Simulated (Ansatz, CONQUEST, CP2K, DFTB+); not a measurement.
# Which run comes nearest? Phosphorene, 4 layers, S on P sites (96 atoms)

The cell holds 96 atoms: 75 P and 21 S. Its edges and angles: a = 10.340 Å, b = 9.102 Å, c = 34.578 Å, α = 90.0°, β = 90.0°, γ = 90.0°. It derives from P (phosphorene). 4 layers of phosphorene (a = 3.314 Å), 3 x 2 cells, biaxial strain +4 %, every second layer slid by 0.500 of a1; facing planes 3.43, 3.33, 3.29 Å apart; 16 Å of vacuum; 21 of 96 P replaced by S at random; displaced by a Gaussian of 0.04 Å. Then every atom was moved at random, 0.02 Å r.m.s. a Cartesian component. Regions: layer 1, 24 atoms (13 P and 11 S); layer 2, 24 atoms (21 P and 3 S); layer 3, 24 atoms (21 P and 3 S); layer 4, 24 atoms (20 P and 4 S). Vacuum lies along c.

Geometry: as built.

The reference, a calculation:

- method: Kohn-Sham DFT, PBE, PAW, plane waves (Ansatz 0.2.0); cutoff 420 eV, Γ point, fermi-dirac smearing of 0.05 eV; PAW set soft_2
- r.m.s. force component: 0.666 eV/Å
- longest force: 3.039 eV/Å
- SCF cycles: 14
- time: 26 s on 4 threads of Intel Xeon Platinum 8488C (Sapphire Rapids), shared host
- CPU time: 99 s

**Question.** The same geometry is run in other programs. How far does each lie from the reference, and what does it cost?
- DFTB+ GFN2-xTB (DFTB+ 25.1; 1 thread)
- DFTB+ IPEA1-xTB (DFTB+ 25.1; 1 thread)
- DFTB+ DFTB 3ob-3-1 (DFTB+ 25.1; 1 thread)
- CP2K PBE, DZVP-UZH, 350/30 Ry, diagonalisation (CP2K 2026.2; 4 MPI ranks)
- CP2K revPBE, PBE potentials, DZVP-UZH, 350/50 Ry, diagonalisation (CP2K 2026.2; 4 MPI ranks)
- CP2K PBE, DZVP-UZH, 350/50 Ry, diagonalisation (CP2K 2026.2; 4 MPI ranks)
- CONQUEST PBE, grid 80 Ha (CONQUEST 1.3; 2 MPI ranks)
- CONQUEST PBE, grid 80 Ha, multi-site 5 bohr (CONQUEST 1.3; 2 MPI ranks)

Differences are against the plane-wave reference, forces as r.m.s. over components; share is that over the reference's r.m.s. force, slope the least-squares factor from reference forces to these. Total energies of different programs have different zeros and aren't compared.

```tsv
run	Δ force, r.m.s. (meV/Å)	share (%)	slope	cores	CPU time	memory (GiB)
reference	-	-	-	4	99 s	3.4
DFTB+ GFN2-xTB	588	88.3	1.305	1	23 s	0.27
DFTB+ IPEA1-xTB	619	93.0	1.212	1	14 s	0.25
DFTB+ DFTB 3ob-3-1	1234	185	1.842	1	8.4 s	0.18
CP2K PBE, DZVP-UZH, 350/30 Ry, diagonalisation (coarse)	87.0	13.1	1.003	4	6.7 min	4.7
CP2K revPBE, PBE potentials, DZVP-UZH, 350/50 Ry, diagonalisation	73.6	11.0	1.021	4	7.9 min	4.7
CP2K PBE, DZVP-UZH, 350/50 Ry, diagonalisation	87.0	13.1	1.003	4	7.6 min	4.7
CONQUEST PBE, grid 80 Ha	152	22.8	1.039	2	6.6 min	6.1
CONQUEST PBE, grid 80 Ha, multi-site 5 bohr (coarse)	639	96.0	1.181	2	4.6 min	5.7
```

Rows marked coarse were listed beforehand as settings not expected to be converged; some can still land near the reference.

CPU time is summed over cores on a shared host, where runs went side by side, so it is rough. Symmetry, cutoffs, thresholds, outputs and thread counts weren't matched or tuned between programs; memory under MPI is the largest rank's times the ranks.

The PBE runs in local orbitals, coarse settings apart, differ by 13 % (CP2K PBE, DZVP-UZH, 350/50 Ry, diagonalisation) to 23 % (CONQUEST PBE, grid 80 Ha); basis, grid and potentials can all enter. Tight binding differs by 88 % (DFTB+ GFN2-xTB) to 185 % (DFTB+ DFTB 3ob-3-1); it is another model, with fitted parameters of its own, and the xTB methods hold dispersion. Rows with another functional or a dispersion term differ by 11 % (CP2K revPBE, PBE potentials, DZVP-UZH, 350/50 Ry, diagonalisation), which mixes the change of model with differences of basis and potentials, some of them made for another functional. IPEA1-xTB was fitted to ionisation energies and electron affinities, not to forces or charges. Periodic xTB results under one method name differ between programs and library versions (DFTB+ here holds tblite 0.3). The electron count is odd in these runs, and they have no spin polarisation, so the unpaired electron is spread evenly over both spins. The electron count is odd and the run has no spin polarisation, so levels at the top are partly filled by construction. The electronic-structure runs sample only Γ, in a cell whose shortest periodic width is 9 Å, which is coarse for a cell with partly filled levels.

[Logs are printed without paths, hosts, clocks, repeated set-up lines and the standing remarks that a program may print on its own settings, such as how far it seeks lower states.]

[Hosts, paths, dates, database ids (printed as entryN), source tags and the programs' standing remarks are cut or masked in the printed files.]
